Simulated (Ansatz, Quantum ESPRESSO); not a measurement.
# Lattice dynamics of GaN (F-43m) in two programs, part 2 of 2

Wanted: phonon bands, density of states and zone-centre response of GaN (F-43m).

Quantum ESPRESSO 7.5; DFT LDA, scalar-relativistic, plane waves, JTH PAW pseudopotentials.

So far. Step 9 (Modes with the sum rule): The rule moves no optical mode by more than 0.1 cm⁻¹. Step 11 (Modes along a direction of q (1 0 0)): The field moves one mode, from 552 to 731 cm⁻¹; the others stay. The relaxed cell has a = 4.457 Å (conventional setting).

### 12. The dispersion under another sum rule (asr all)

The sum rule corrects the force constants themselves, so it can shift branches at any wavevector, low ones most.

Input file matdyn.in:

```
&INPUT
  asr              = 'all'
  flfrc            = 'x.fc'
  flfrq            = 'x.freq'
  flvec            = 'x.modes'
  q_in_band_form   = .true.
  q_in_cryst_coord = .true.
/
8
  0.0000000   0.0000000   0.0000000   8  ! GAMMA
  0.0000000   0.5000000   0.5000000   8  ! X
 -0.0000000   0.6250000   0.3750000   1  ! U
 -0.3750000   0.3750000  -0.0000000   8  ! K
  0.0000000   0.0000000   0.0000000   8  ! GAMMA
 -0.0000000   0.5000000  -0.0000000   8  ! L
 -0.2500000   0.5000000   0.2500000   8  ! W
  0.0000000   0.5000000   0.5000000   1  ! X
```

On the command line:

```
matdyn.x -in matdyn.in > matdyn.out
```

The job ended after 0.5 s (1 thread of Arm Neoverse N1, shared host).

At the labelled points the branches move by no more than 0.2 cm⁻¹. The log warns that this rule wants the long-range part of the force constants stored apart (write_lr, read_lr) in a polar crystal, which was not done.

### 13. The same in Ansatz

The same cell goes through another code, with its own cutoff. The potentials differ. Its k mesh is centred on Γ.

This step: DFT LDA, scalar-relativistic, plane waves, PAW (Ansatz 0.2.0).

Input file input.yaml:

```yaml
crystal:
  lattice:
    - [-2.2284993911, 0.0, 2.2284993911]
    - [0.0, 2.2284993911, 2.2284993911]
    - [-2.2284993911, 2.2284993911, 0.0]
  atoms:
    - { symbol: Ga, position: [0.0, 0.0, 0.0] }
    - { symbol: "N", position: [0.75, 0.75, 0.75] }
kpoints:
  mp_grid: { grid: [12, 12, 12] }
hamiltonian:
  xc: lda
scf:
  occupations: { method: fixed }
output:
  eigenvalues: true
phonons:
  method: dfpt
  dielectric: true
  rigid_motions: translations
  qmesh: [4, 4, 4]
  temperatures: { t_max: 1000, t_step: 50 }
  qpath:
    path:
      - [[0.0, 0.0, 0.0], [0.0, 0.5, 0.5], [0.0, 0.625, 0.375]]
      - [[-0.375, 0.375, 0.0], [0.0, 0.0, 0.0], [0.0, 0.5, 0.0], [-0.25, 0.5, 0.25], [0.0, 0.5, 0.5]]
    npoints: 12
```

On the command line:

```
ansatz run input.yaml --threads 4 --pin off --max-ram 16384MiB --backend cpu --events-out ev --progress --plain --runs-dir out
```

Wall time 3.5 min (4 threads); peak memory 1.6 GiB.

Numbers from this step:

| Property | Result |
| --- | --- |
| gap on the k-mesh | 1.948 eV |
| sum-rule residual before enforcement | 1.34e-5 eV/Å² |
| miss of the charge sum rule | 8.65e-4 e |
| estimated error of the dielectric tensor | 0.01549 |
| estimated error of the Born charges | 0.01405 e |
| mean frequency | 422.9 cm⁻¹ |
| Debye temperature (second moment) | 885 K |
| logarithmic mean frequency | 355.9 cm⁻¹ |
| highest optical zone-centre mode (no LO-TO term) | 551.9 cm⁻¹ |
| lowest optical zone-centre mode | 551.9 cm⁻¹ |
| mean high-frequency dielectric constant | 5.773 |
| largest Born charge in size (third of the trace) | 2.634 e |
| mean static dielectric constant | 10.11 |
| highest mode moved by the LO-TO term | 730.5 cm⁻¹ |

Transverse modes. Lines of the infrared spectrum (strongest = 100):

| position (cm⁻¹) | label | IR intensity ((D/Å)²/amu), degenerate modes summed, relative |
| --- | --- | --- |
| 552 | T2 | 100 |

### 14. Side by side: QE JTH and Ansatz, PAW

Worked out from the results:

| Item | Value |
| --- | --- |
| root-mean-square difference | 0.78 cm⁻¹ |
| largest difference | 1.37 cm⁻¹ |
| root-mean-square difference on the path | 0.7 cm⁻¹ |
| largest difference on the path | 1.4 cm⁻¹ |

The 12 of 45 modes that differ most. Frequencies side by side:

| q (reciprocal lattice) | mode | QE JTH (cm⁻¹) | Ansatz, PAW (cm⁻¹) |
| --- | --- | --- | --- |
| 0 0 0.25 | 6 | 716.6 | 715.4 |
| 0 0 -0.5 | 6 | 698.4 | 697.3 |
| 0 0.25 0.25 | 4 | 590.1 | 589.1 |
| 0 0.25 0.25 | 5 | 590.1 | 589.1 |
| 0 0.25 0.25 | 6 | 715.6 | 714.5 |
| 0 0.25 -0.5 | 4 | 599.1 | 598 |
| 0 0.25 -0.5 | 6 | 691.7 | 690.6 |
| 0 0.25 -0.25 | 6 | 696.8 | 695.5 |
| 0 -0.5 -0.5 | 3 | 347.4 | 346.4 |
| 0 -0.5 -0.5 | 4 | 616.4 | 615 |
| 0 -0.5 -0.5 | 5 | 616.4 | 615 |
| 0.25 -0.5 -0.25 | 4 | 627.9 | 626.7 |

The two runs side by side. Further quantities:

| quantity | QE JTH | Ansatz, PAW |
| --- | --- | --- |
| mean ε∞ | 5.752 | 5.773 |
| largest Born charge in size (e; the first before, the second after the charge sum rule) | 2.632 | 2.634 |

The interpolated bands of the two lie on top of each other.

At the solved wavevectors the largest difference (acoustic modes at Γ apart) is 0.2 % of the highest mode.

### 15. What came out

```
space group after relaxation                                       : F-43m
volume per atom                                                    : 11.1 Å³
gap on the k-mesh                                                  : 1.94 eV
highest optical zone-centre mode (no LO-TO term)                   : 552.4 cm⁻¹
highest mode moved by the LO-TO term                               : 730.9 cm⁻¹
mean high-frequency dielectric constant                            : 5.75
largest Born charge in size (third of the trace)                   : 2.63 e
mean static dielectric constant                                    : 10.1
q mesh                                                             : 4×4×4
lowest mode on the q mesh (acoustic ones at the zone centre apart) : 104.3 cm⁻¹
zero-point energy per atom                                         : 78.8 meV
heat capacity at 300 K                                             : 17.5 J/(mol atoms K)
vibrational entropy at 300 K                                       : 16.1 J/(mol atoms K)
imaginary modes on the q mesh                                      : none
largest difference from Ansatz, PAW                                : 1.37 cm⁻¹
```

In words: GaN (F-43m) is dynamically stable on the 4×4×4 mesh; its spectrum reaches 731 cm⁻¹. At the LDA level the optical modes of GaN (F-43m) at the zone centre (no LO-TO term) lie at 552 cm⁻¹. The base run is for a cell under -0.31 GPa; after a relaxation such a stress comes from settings that changed since (cutoff, k mesh or smearing). Along the directions run, the highest mode that the macroscopic field moves lies at 731 cm⁻¹. Lattice motion raises the mean dielectric constant from 5.752 to 10.07. The Born charge of Ga is 2.626 e against a formal charge of +3, somewhat under it. The Lyddane-Sachs-Teller relation holds: (ωLO/ωTO)² is 1.75 and ε₀/ε∞ is 1.75. QE JTH and Ansatz, PAW differ by 0.8 cm⁻¹ in the root mean square and by 1.4 cm⁻¹ at most, 0.2 % of the highest mode compared (acoustic modes at Γ left out; ph.x's values are those before the sum rule); the two use different potentials, and the cell was not relaxed for the second set. These are harmonic frequencies at zero temperature: anharmonic shifts and linewidths and thermal expansion are left out. The structure comes from a database and need not be the phase that is stable at ambient conditions.

[Host names and launcher messages were left out of these logs when they were recorded.]

[Logs are printed without paths, hosts, clocks, repeated set-up lines and the standing remarks that a program may print on its own settings, such as how far it seeks lower states.]

[Hosts, paths, dates, database ids (printed as entryN), source tags and the programs' standing remarks are cut or masked in the printed files.]
